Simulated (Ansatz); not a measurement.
# InSb wire along [111], 38 atoms a period, H-terminated: bands along the axis

What gap, if any, does the InSb wire along [111], 38 atoms a period, H-terminated have, and how many channels would it open?

Calculated with Ansatz 0.2.0; DFT PBE, plane waves, PAW; relaxation of a wire's period; PAW set soft_1, in the first sound run; inputs show where later runs differ.

**1. Starting point**

The cell holds 68 atoms: 19 In, 19 Sb and 30 H. Cell: a = 19.083 Å, b = 20.955 Å, c = 11.483 Å, α = 90.0°, β = 90.0°, γ = 90.0°. Vacuum lies along a and b. The structure's axis is c.

**2. Relaxing the period**

Band widths follow the bond lengths, so the wire is relaxed first. The atoms and the third cell vector are free; the box across stays fixed as vacuum. A Fermi-Dirac smearing is set since the result may be a metal. The pressure printed is a third of the stress's trace over the whole box, vacuum included; only the stress along the axis is relaxed.

File input.yaml:

```yaml
crystal:
  lattice:
    - [19.083, 0.0, 0.0]
    - [0.0, 20.955, 0.0]
    - [0.0, 0.0, 11.4834968542]
  atoms:
    - { symbol: In, position: [0.254329189, 0.629838158, 0.0] }
    - { symbol: In, position: [0.37716412, 0.436088253, 0.0] }
    - { symbol: In, position: [0.49999905, 0.629838158, 0.0] }
    - { symbol: Sb, position: [0.254329189, 0.629838158, 0.25] }
    - { symbol: Sb, position: [0.37716412, 0.436088253, 0.25] }
    - { symbol: Sb, position: [0.49999905, 0.242338349, 0.25] }
    - { symbol: Sb, position: [0.49999905, 0.629838158, 0.25] }
    - { symbol: Sb, position: [0.622833981, 0.436088253, 0.25] }
    - { symbol: Sb, position: [0.745668911, 0.629838158, 0.25] }
    - { symbol: H, position: [0.178169051, 0.411547903, 0.281664983] }
    - { symbol: H, position: [0.254329189, 0.291419049, 0.281664983] }
    - { symbol: H, position: [0.423838912, 0.799047712, 0.281664983] }
    - { symbol: H, position: [0.576159188, 0.799047712, 0.281664983] }
    - { symbol: H, position: [0.745668911, 0.291419049, 0.281664983] }
    - { symbol: H, position: [0.821829049, 0.411547903, 0.281664983] }
    - { symbol: H, position: [0.179452649, 0.590470087, 0.300797535] }
    - { symbol: H, position: [0.254329189, 0.708574298, 0.300797535] }
    - { symbol: H, position: [0.42512251, 0.202970278, 0.300797535] }
    - { symbol: H, position: [0.57487559, 0.202970278, 0.300797535] }
    - { symbol: H, position: [0.745668911, 0.708574298, 0.300797535] }
    - { symbol: H, position: [0.820545451, 0.590470087, 0.300797535] }
    - { symbol: In, position: [0.254329189, 0.371504952, 0.333333333] }
    - { symbol: In, position: [0.37716412, 0.565254856, 0.333333333] }
    - { symbol: In, position: [0.49999905, 0.371504952, 0.333333333] }
    - { symbol: In, position: [0.49999905, 0.759004761, 0.333333333] }
    - { symbol: In, position: [0.622833981, 0.565254856, 0.333333333] }
    - { symbol: In, position: [0.745668911, 0.371504952, 0.333333333] }
    - { symbol: Sb, position: [0.254329189, 0.371504952, 0.583333333] }
    - { symbol: Sb, position: [0.37716412, 0.565254856, 0.583333333] }
    - { symbol: Sb, position: [0.49999905, 0.371504952, 0.583333333] }
    - { symbol: Sb, position: [0.49999905, 0.759004761, 0.583333333] }
    - { symbol: Sb, position: [0.622833981, 0.565254856, 0.583333333] }
    - { symbol: Sb, position: [0.745668911, 0.371504952, 0.583333333] }
    - { symbol: H, position: [0.178169051, 0.540714506, 0.614998317] }
    - { symbol: H, position: [0.301003982, 0.73446441, 0.614998317] }
    - { symbol: H, position: [0.37716412, 0.226835747, 0.614998317] }
    - { symbol: H, position: [0.622833981, 0.226835747, 0.614998317] }
    - { symbol: H, position: [0.698994119, 0.73446441, 0.614998317] }
    - { symbol: H, position: [0.821829049, 0.540714506, 0.614998317] }
    - { symbol: H, position: [0.179452649, 0.332136881, 0.634130868] }
    - { symbol: H, position: [0.49999905, 0.837740901, 0.634130868] }
    - { symbol: H, position: [0.820545451, 0.332136881, 0.634130868] }
    - { symbol: In, position: [0.254329189, 0.500671555, 0.666666667] }
    - { symbol: In, position: [0.37716412, 0.30692165, 0.666666667] }
    - { symbol: In, position: [0.37716412, 0.694421459, 0.666666667] }
    - { symbol: In, position: [0.49999905, 0.500671555, 0.666666667] }
    - { symbol: In, position: [0.622833981, 0.694421459, 0.666666667] }
    - { symbol: In, position: [0.622833981, 0.30692165, 0.666666667] }
    - { symbol: In, position: [0.745668911, 0.500671555, 0.666666667] }
    - { symbol: Sb, position: [0.254329189, 0.500671555, 0.916666667] }
    - { symbol: Sb, position: [0.37716412, 0.30692165, 0.916666667] }
    - { symbol: Sb, position: [0.37716412, 0.694421459, 0.916666667] }
    - { symbol: Sb, position: [0.49999905, 0.500671555, 0.916666667] }
    - { symbol: Sb, position: [0.622833981, 0.694421459, 0.916666667] }
    - { symbol: Sb, position: [0.622833981, 0.30692165, 0.916666667] }
    - { symbol: Sb, position: [0.745668911, 0.500671555, 0.916666667] }
    - { symbol: H, position: [0.178169051, 0.669881109, 0.94833165] }
    - { symbol: H, position: [0.49999905, 0.162252446, 0.94833165] }
    - { symbol: H, position: [0.821829049, 0.669881109, 0.94833165] }
    - { symbol: H, position: [0.179452649, 0.461303484, 0.967464202] }
    - { symbol: H, position: [0.302287579, 0.26755358, 0.967464202] }
    - { symbol: H, position: [0.37716412, 0.773157599, 0.967464202] }
    - { symbol: H, position: [0.622833981, 0.773157599, 0.967464202] }
    - { symbol: H, position: [0.697710521, 0.26755358, 0.967464202] }
    - { symbol: H, position: [0.820545451, 0.461303484, 0.967464202] }
    - { symbol: In, position: [0.49999905, 0.242338349, 0.0] }
    - { symbol: In, position: [0.622833981, 0.436088253, 0.0] }
    - { symbol: In, position: [0.745668911, 0.629838158, 0.0] }
kpoints:
  mp_grid: { grid: [1, 1, 7] }
scf:
  occupations: { method: fermi_dirac, width: 0.05 }
hamiltonian:
  xc: pbe
  pseudopotentials: { kind: paw, azcp: { folder: soft_1 } }
relax:
  cell: { fix: [a, b, alpha, beta, gamma] }
  max_steps: 45
  f_tol: 0.03
```

Run with:

```
> ansatz run input.yaml --threads 4 --pin off --max-ram 16384MiB --backend cpu --events-out ev --progress --plain --runs-dir out
```

Numbers of over 12 decimals in the logs are rounded to 6 here.

What it wrote:

```text
Engine: ansatz 0.2.0, aarch64-unknown-linux-gnu
Pseudopotentials: kind: paw
Pseudopotential: In, paw, valence charge 13, recommended cutoff 420 eV (normal), soft_1/In.paw.azcp
Pseudopotential: Sb, paw, valence charge 15, recommended cutoff 420 eV (normal), soft_1/Sb.paw.azcp
Pseudopotential: H, paw, valence charge 1, recommended cutoff 420 eV (normal), soft_1/H.paw.azcp
Functional definition: PBE
  parameter kappa = 0.804
  parameter beta = 0.066725
  exchange = pbe_x(kappa = kappa, mu = beta*pi^2/3)
  correlation = pbe_c(beta = beta)
Crystal: 68 atoms, lattice volume = 4592.070 Å³
Basis set: ecut = 420 eV, 89655 PW (Γ), exchange–correlation on 256×288×160 points (8 copies of the dense FFT grid, shifted against one another)
Bands: 349, of which v1, the nominal top of the filled ones, is band 281 counted from 1 (280 counted from 0)
Symmetry: 2 space group operations
Space group: Pm (ITA 6), of the structure as read, at distance tolerance 1.7e-4 Å
k-points: 4 of 7 (time reversal used)
Non-local potential: In, projectors of the file, l = 0: 2, l = 1: 2, l = 2: 2, l = 3: 1
Non-local potential: Sb, projectors of the file, l = 0: 2, l = 1: 2, l = 2: 2, l = 3: 1
Non-local potential: H, projectors of the file, l = 0: 2, l = 1: 1
PAW form: soft (Blöchl's): semilocal exchange-correlation on the pseudo side does not see the compensation charge
PAW one-centre angular grid: In, 590 points (default); XC on 64 Gauss nodes
PAW one-centre angular grid: Sb, 590 points (default); XC on 64 Gauss nodes
PAW one-centre angular grid: H, 110 points (default); XC on 64 Gauss nodes
Initial density: superposition of atomic densities (neutral atoms: chi_scale 0, normalization atom)
Initial wavefunctions: pseudopotential atomic-orbital guess
Functional: x = pbe(κ = 0.804, μ = 0.219515), c = pbe(β = 0.066725)
SCF iter   1: F=—  HF=-230041.187223 eV  |F-HF|=—  |Δ(HF+E_count)|=         —  Δρ=2.52e-2  dr2=3.49e1  ethr=3.10e-3  ⟨swp⟩=6.2  Hψ=5780  notcnv=0  defer=105
preconditioner: auto → Resta (q_TF=auto, 1.922 Å⁻¹)  ε∞=1.7  [insulator: Δε(μ)=1.300 eV  Ē_g=12.529 eV  σ=0.050 eV  W_gap=1.00  n_scr=564 (ndim 8)  ℏωp=10.6 eV  f_vac=0.578  D(μ)=0.00/eV (n_scr^D=0)  ε∞_Penn≈1.7  vacuum switching on, ρ_ref=1.1e-2 e/Å³]
SCF iter   2: F=—  HF=-230032.531739 eV  |F-HF|=—  |Δ(HF+E_count)|=    8.66e0  Δρ=9.39e-3  dr2=6.63e0  ethr=3.10e-3  ⟨swp⟩=3.0  Hψ=2306  notcnv=0  defer=225
SCF iter   3: F=—  HF=-230031.741979 eV  |F-HF|=—  |Δ(HF+E_count)|=   7.90e-1  Δρ=4.81e-3  dr2=3.04e0  ethr=1.18e-3  ⟨swp⟩=3.8  Hψ=2032  notcnv=0  defer=230
SCF iter   4: F=—  HF=-230031.316934 eV  |F-HF|=—  |Δ(HF+E_count)|=   4.25e-1  Δρ=1.52e-3  dr2=3.17e-1  ethr=5.41e-4  ⟨swp⟩=4.0  Hψ=1709  notcnv=0  defer=234
SCF iter   5: F=—  HF=-230031.288099 eV  |F-HF|=—  |Δ(HF+E_count)|=   2.88e-2  Δρ=5.14e-4  dr2=1.44e-2  ethr=5.64e-5  ⟨swp⟩=3.8  Hψ=1913  notcnv=0  defer=225
SCF iter   6: F=—  HF=-230031.292320 eV  |F-HF|=—  |Δ(HF+E_count)|=   4.22e-3  Δρ=2.10e-4  dr2=3.89e-3  ethr=2.56e-6  ⟨swp⟩=2.0  Hψ=2026  notcnv=0  defer=225
SCF iter   7: F=—  HF=-230031.293023 eV  |F-HF|=—  |Δ(HF+E_count)|=   7.03e-4  Δρ=8.17e-5  dr2=5.81e-4  ethr=6.93e-7  ⟨swp⟩=2.0  Hψ=1759  notcnv=0  defer=225
SCF iter   8: F=—  HF=-230031.293273 eV  |F-HF|=—  |Δ(HF+E_count)|=   2.49e-4  Δρ=2.42e-5  dr2=4.60e-5  ethr=1.03e-7  ⟨swp⟩=2.0  Hψ=2115  notcnv=0  defer=225
SCF iter   9: F=—  HF=-230031.293070 eV  |F-HF|=—  |Δ(HF+E_count)|=   2.03e-4  Δρ=9.36e-6  dr2=1.46e-5  ethr=8.18e-9  ⟨swp⟩=2.0  Hψ=2340  notcnv=0  defer=225
SCF iter  10: F=—  HF=-230031.293073 eV  |F-HF|=—  |Δ(HF+E_count)|=   3.87e-6  Δρ=4.72e-6  dr2=3.51e-6  ethr=2.59e-9  ⟨swp⟩=2.0  Hψ=1451  notcnv=0  defer=225
SCF iter  11: F=—  HF=-230031.293074 eV  |F-HF|=—  |Δ(HF+E_count)|=   7.61e-7  Δρ=2.25e-6  dr2=2.76e-7  ethr=6.24e-10  ⟨swp⟩=2.0  Hψ=1453  notcnv=0  defer=225
SCF iter  12: F=-230031.293075 eV  HF=-230031.293075 eV  |F-HF|=2.07e-8  |Δ(HF+E_count)|=   3.70e-7  Δρ=6.95e-7  dr2=3.86e-8  ethr=1.78e-11  ⟨swp⟩=5.0  Hψ=4423  notcnv=0
SCF 1 converged in 12 iterations: F = -230031.293075 eV  dr2 = 3.86e-8
  greatest PAW one-centre occupation: 0.995 electrons in one spin orbital (limit 2), on the Sb atom at site 3 (counted from 0), in its partial waves of l = 2
relax step   1: F+E_penalty+E_count = -230031.29307459 eV  Δ(F+E_penalty+E_count) = +0.000e0 eV  max|allowed force component| = 7.736e-1 eV/Å  Δτ_max = 0.0000 Å  P = -0.308 GPa  Ω = 4592.070 Å³  fix = [a, b, alpha, beta, gamma]  reactions: a -0.459, b -0.461 GPa; alpha -0.000 GPa/rad  (12 SCF iters, dr2 threshold 1.00e-7 eV, accepted)
Crystal: 68 atoms, lattice volume = 4595.431 Å³
Basis set: ecut = 420 eV, 89707 PW (Γ), exchange–correlation on 256×288×160 points (8 copies of the dense FFT grid, shifted against one another)
Initial density: handed on by an earlier stage of this run
Initial wavefunctions: those handed on with the density
iter 1 solved again at ethr=3.34e-4 eV; its pass at ethr=3.10e-3 eV (dr2=1.88e0 eV) is discarded
SCF iter   1: F=—  HF=-230033.217615 eV  |F-HF|=—  |Δ(HF+E_count)|=         —  Δρ=6.60e-3  dr2=1.88e0  ethr=3.34e-4  ⟨swp⟩=5.8  Hψ=6577  notcnv=0
preconditioner: auto → Resta (q_TF=auto, 1.922 Å⁻¹)  ε∞=1.7  [insulator: Δε(μ)=1.402 eV  Ē_g=12.711 eV  σ=0.050 eV  W_gap=1.00  n_scr=564 (ndim 8)  ℏωp=10.6 eV  f_vac=0.617  D(μ)=0.00/eV (n_scr^D=0)  ε∞_Penn≈1.7  vacuum switching on, ρ_ref=1.2e-2 e/Å³]
SCF iter   2: F=—  HF=-230032.838292 eV  |F-HF|=—  |Δ(HF+E_count)|=   3.79e-1  Δρ=3.36e-3  dr2=4.13e-1  ethr=3.34e-4  ⟨swp⟩=5.5  Hψ=2362  notcnv=0  defer=56
SCF iter   3: F=—  HF=-230032.821065 eV  |F-HF|=—  |Δ(HF+E_count)|=   1.72e-2  Δρ=1.44e-3  dr2=2.38e-1  ethr=7.36e-5  ⟨swp⟩=3.2  Hψ=1844  notcnv=0  defer=227
SCF iter   4: F=—  HF=-230032.789375 eV  |F-HF|=—  |Δ(HF+E_count)|=   3.17e-2  Δρ=3.65e-4  dr2=1.19e-2  ethr=4.23e-5  ⟨swp⟩=3.0  Hψ=1533  notcnv=0  defer=231
SCF iter   5: F=—  HF=-230032.789157 eV  |F-HF|=—  |Δ(HF+E_count)|=   2.18e-4  Δρ=1.09e-4  dr2=2.04e-3  ethr=2.12e-6  ⟨swp⟩=2.0  Hψ=2127  notcnv=0  defer=231
SCF iter   6: F=—  HF=-230032.788744 eV  |F-HF|=—  |Δ(HF+E_count)|=   4.13e-4  Δρ=4.58e-5  dr2=1.30e-4  ethr=3.63e-7  ⟨swp⟩=2.0  Hψ=1606  notcnv=0  defer=231
SCF iter   7: F=—  HF=-230032.788794 eV  |F-HF|=—  |Δ(HF+E_count)|=   4.96e-5  Δρ=1.66e-5  dr2=1.48e-5  ethr=2.32e-8  ⟨swp⟩=2.0  Hψ=1569  notcnv=0  defer=230
SCF iter   8: F=-230032.788801 eV  HF=-230032.788803 eV  |F-HF|=1.57e-6  |Δ(HF+E_count)|=   8.92e-6  Δρ=5.58e-6  dr2=3.58e-6  ethr=1.21e-9  ⟨swp⟩=5.0  Hψ=4438  notcnv=0
SCF 2 converged in 8 iterations: F = -230032.788801 eV  dr2 = 3.58e-6
[...]
--- Forces (eV/Å), atoms counted from 1 ---
  atom   1  In     0.00262681    -0.00059908     0.00091531
  atom   2  In     0.00302510     0.00218514     0.01488571
  atom   3  In     0.00000000    -0.00319847     0.01468016
  atom   4  Sb    -0.00184711     0.00094203     0.00824930
  atom   5  Sb    -0.00386609    -0.00229392     0.01088973
  atom   6  Sb     0.00000000    -0.00215049     0.00825441
  atom   7  Sb     0.00000000     0.00429393     0.01076391
  atom   8  Sb     0.00386609    -0.00229392     0.01088973
  atom   9  Sb     0.00184711     0.00094203     0.00824930
  atom  10  H     -0.01817694     0.00944063     0.00159258
  atom  11  H     -0.00075576    -0.02162279     0.00125040
  atom  12  H     -0.01700308     0.01080819     0.00135459
  atom  13  H      0.01700308     0.01080819     0.00135459
  atom  14  H      0.00075576    -0.02162279     0.00125040
  atom  15  H      0.01817694     0.00944063     0.00159258
  atom  16  H     -0.00060835     0.00212492    -0.00419271
  atom  17  H     -0.00212272    -0.00065641    -0.00432315
  atom  18  H      0.00163431    -0.00156342    -0.00423681
  atom  19  H     -0.00163431    -0.00156342    -0.00423681
  atom  20  H      0.00212272    -0.00065641    -0.00432315
  atom  21  H      0.00060835     0.00212492    -0.00419271
  atom  22  In     0.01695042     0.01063209    -0.01663969
  atom  23  In     0.00540823    -0.00262703    -0.01422853
  atom  24  In    -0.00000000     0.00638362    -0.01415958
  atom  25  In    -0.00000000    -0.01900447    -0.01606571
  atom  26  In    -0.00540823    -0.00262703    -0.01422853
  atom  27  In    -0.01695042     0.01063209    -0.01663969
  atom  28  Sb    -0.00913946    -0.00552365    -0.00223801
  atom  29  Sb     0.00150047    -0.00158553    -0.00206345
  atom  30  Sb     0.00000000     0.00238775    -0.00201410
  atom  31  Sb     0.00000000     0.00956285    -0.00182681
  atom  32  Sb    -0.00150047    -0.00158553    -0.00206345
  atom  33  Sb     0.00913946    -0.00552365    -0.00223801
  atom  34  H     -0.00328509    -0.00383708    -0.00449364
  atom  35  H      0.00175859     0.00387378    -0.00421902
  atom  36  H     -0.00469520    -0.00118624    -0.00454517
  atom  37  H      0.00469520    -0.00118624    -0.00454517
  atom  38  H     -0.00175859     0.00387378    -0.00421902
  atom  39  H      0.00328509    -0.00383708    -0.00449364
  atom  40  H      0.00293525     0.00177619     0.00007015
[...]
atom  57  H     -0.00338410     0.00163385    -0.00072900
  atom  58  H     -0.00000000    -0.00378239    -0.00073945
  atom  59  H      0.00338410     0.00163385    -0.00072900
  atom  60  H     -0.00044666    -0.00104659     0.00086312
  atom  61  H     -0.00094490     0.00029725     0.00082295
  atom  62  H      0.00069709     0.00079978     0.00065947
  atom  63  H     -0.00069709     0.00079978     0.00065947
  atom  64  H      0.00094490     0.00029725     0.00082295
  atom  65  H      0.00044666    -0.00104659     0.00086312
  atom  66  In     0.00000000     0.00231780     0.00049572
  atom  67  In    -0.00302510     0.00218514     0.01488571
  atom  68  In    -0.00262681    -0.00059908     0.00091531
  max |Σ_I F_I| component: 3.15e-6 eV/Å
--- Stress (GPa, compression-positive) ---
        0.008216       0.000000      -0.000000
        0.000000       0.006757       0.000164
       -0.000000       0.000164      -0.008654
  P = ⅓ Tr σ = 0.0021 GPa (0.021 kbar)
--- Relaxed structure (7 steps of the walk, 6 accepted, 1 SCFs on fresh bases) ---
  F+E_penalty+E_count = -230033.10465824 eV   max|allowed force component| = 2.162e-2 eV/Å   (the final SCF, on the basis selected at the relaxed cell)
  cell:  # Å, volume = 4607.8005 Å³
    - [19.083, 0, 0]
    - [0, 20.955, 0]
    - [0, 0, 11.522835]
  atoms:
    - { symbol: In, position: [0.247897, 0.633242, -0.0089527] }
    - { symbol: In, position: [0.379781, 0.437468, 0.012792] }
    - { symbol: In, position: [0.5, 0.627099, 0.012782] }
    - { symbol: Sb, position: [0.264602, 0.624441, 0.240237] }
    - { symbol: Sb, position: [0.373183, 0.433986, 0.259917] }
    - { symbol: Sb, position: [0.5, 0.253113, 0.240228] }
    - { symbol: Sb, position: [0.5, 0.634030, 0.259912] }
    - { symbol: Sb, position: [0.626817, 0.433986, 0.259917] }
    - { symbol: Sb, position: [0.735398, 0.624441, 0.240237] }
    - { symbol: H, position: [0.177135, 0.416618, 0.284224] }
    - { symbol: H, position: [0.258623, 0.288057, 0.284251] }
    - { symbol: H, position: [0.418491, 0.797340, 0.284242] }
    - { symbol: H, position: [0.581509, 0.797340, 0.284242] }
    - { symbol: H, position: [0.741377, 0.288057, 0.284251] }
    - { symbol: H, position: [0.822865, 0.416618, 0.284224] }
    - { symbol: H, position: [0.188875, 0.594232, 0.297706] }
    - { symbol: H, position: [0.255468, 0.699262, 0.297735] }
    - { symbol: H, position: [0.433411, 0.208476, 0.297663] }
    - { symbol: H, position: [0.566589, 0.208476, 0.297663] }
    - { symbol: H, position: [0.744532, 0.699262, 0.297735] }
    - { symbol: H, position: [0.811125, 0.594232, 0.297706] }
    - { symbol: In, position: [0.244943, 0.366566, 0.326300] }
    - { symbol: In, position: [0.384606, 0.561342, 0.345480] }
    - { symbol: In, position: [0.5, 0.379318, 0.345472] }
    - { symbol: In, position: [0.5, 0.768888, 0.326305] }
    - { symbol: In, position: [0.615394, 0.561342, 0.345480] }
    - { symbol: In, position: [0.755057, 0.366566, 0.326300] }
    - { symbol: Sb, position: [0.262318, 0.375698, 0.575372] }
    - { symbol: Sb, position: [0.376408, 0.565667, 0.592562] }
    - { symbol: Sb, position: [0.5, 0.370680, 0.592556] }
    - { symbol: Sb, position: [0.5, 0.750637, 0.575380] }
    - { symbol: Sb, position: [0.623592, 0.565667, 0.592562] }
    - { symbol: Sb, position: [0.737682, 0.375698, 0.575372] }
    - { symbol: H, position: [0.174321, 0.542775, 0.619924] }
    - { symbol: H, position: [0.297094, 0.736484, 0.619883] }
    - { symbol: H, position: [0.377201, 0.222734, 0.619967] }
    - { symbol: H, position: [0.622799, 0.222734, 0.619967] }
    - { symbol: H, position: [0.702906, 0.736484, 0.619883] }
    - { symbol: H, position: [0.825679, 0.542775, 0.619924] }
    - { symbol: H, position: [0.190570, 0.337966, 0.633610] }
    - { symbol: H, position: [0.5, 0.826074, 0.633645] }
    - { symbol: H, position: [0.809430, 0.337966, 0.633610] }
    - { symbol: In, position: [0.249908, 0.502179, 0.661809] }
    - { symbol: In, position: [0.376374, 0.302660, 0.661819] }
    - { symbol: In, position: [0.373508, 0.697189, 0.661803] }
    - { symbol: In, position: [0.5, 0.500664, 0.670162] }
    - { symbol: In, position: [0.626492, 0.697189, 0.661803] }
    - { symbol: In, position: [0.623626, 0.302660, 0.661819] }
    - { symbol: In, position: [0.750092, 0.502179, 0.661809] }
    - { symbol: Sb, position: [0.263131, 0.504534, 0.911701] }
    - { symbol: Sb, position: [0.385211, 0.311928, 0.911703] }
    - { symbol: Sb, position: [0.377903, 0.685582, 0.911693] }
    - { symbol: Sb, position: [0.5, 0.500675, 0.920958] }
    - { symbol: Sb, position: [0.622097, 0.685582, 0.911693] }
    - { symbol: Sb, position: [0.614789, 0.311928, 0.911703] }
    - { symbol: Sb, position: [0.736869, 0.504534, 0.911701] }
    - { symbol: H, position: [0.171812, 0.673229, 0.951874] }
    - { symbol: H, position: [0.5, 0.155581, 0.951782] }
    - { symbol: H, position: [0.828188, 0.673229, 0.951874] }
    - { symbol: H, position: [0.190077, 0.466810, 0.964891] }
    - { symbol: H, position: [0.312824, 0.273154, 0.964899] }
    - { symbol: H, position: [0.377247, 0.762047, 0.964919] }
    - { symbol: H, position: [0.622753, 0.762047, 0.964919] }
    - { symbol: H, position: [0.687176, 0.273154, 0.964899] }
    - { symbol: H, position: [0.809923, 0.466810, 0.964891] }
    - { symbol: In, position: [0.5, 0.235579, -0.00895207] }
    - { symbol: In, position: [0.620219, 0.437468, 0.012792] }
    - { symbol: In, position: [0.752103, 0.633242, -0.0089527] }
[key lines of the parts left out:]
SCF converged after 7 iterations
Free energy (F): -230033.104658 eV
Fermi energy:    -0.904461 eV
```

It took 33 min on 4 threads of Arm Neoverse V2, shared host; peak memory 9.4 GiB; 2.1 h of CPU time.

[end of part 1 of 2]

[Logs are printed without paths, hosts, clocks, repeated set-up lines and the standing remarks that a program may print on its own settings, such as how far it seeks lower states.]

[Hosts, paths, dates, database ids (printed as entryN), source tags and the programs' standing remarks are cut or masked in the printed files.]
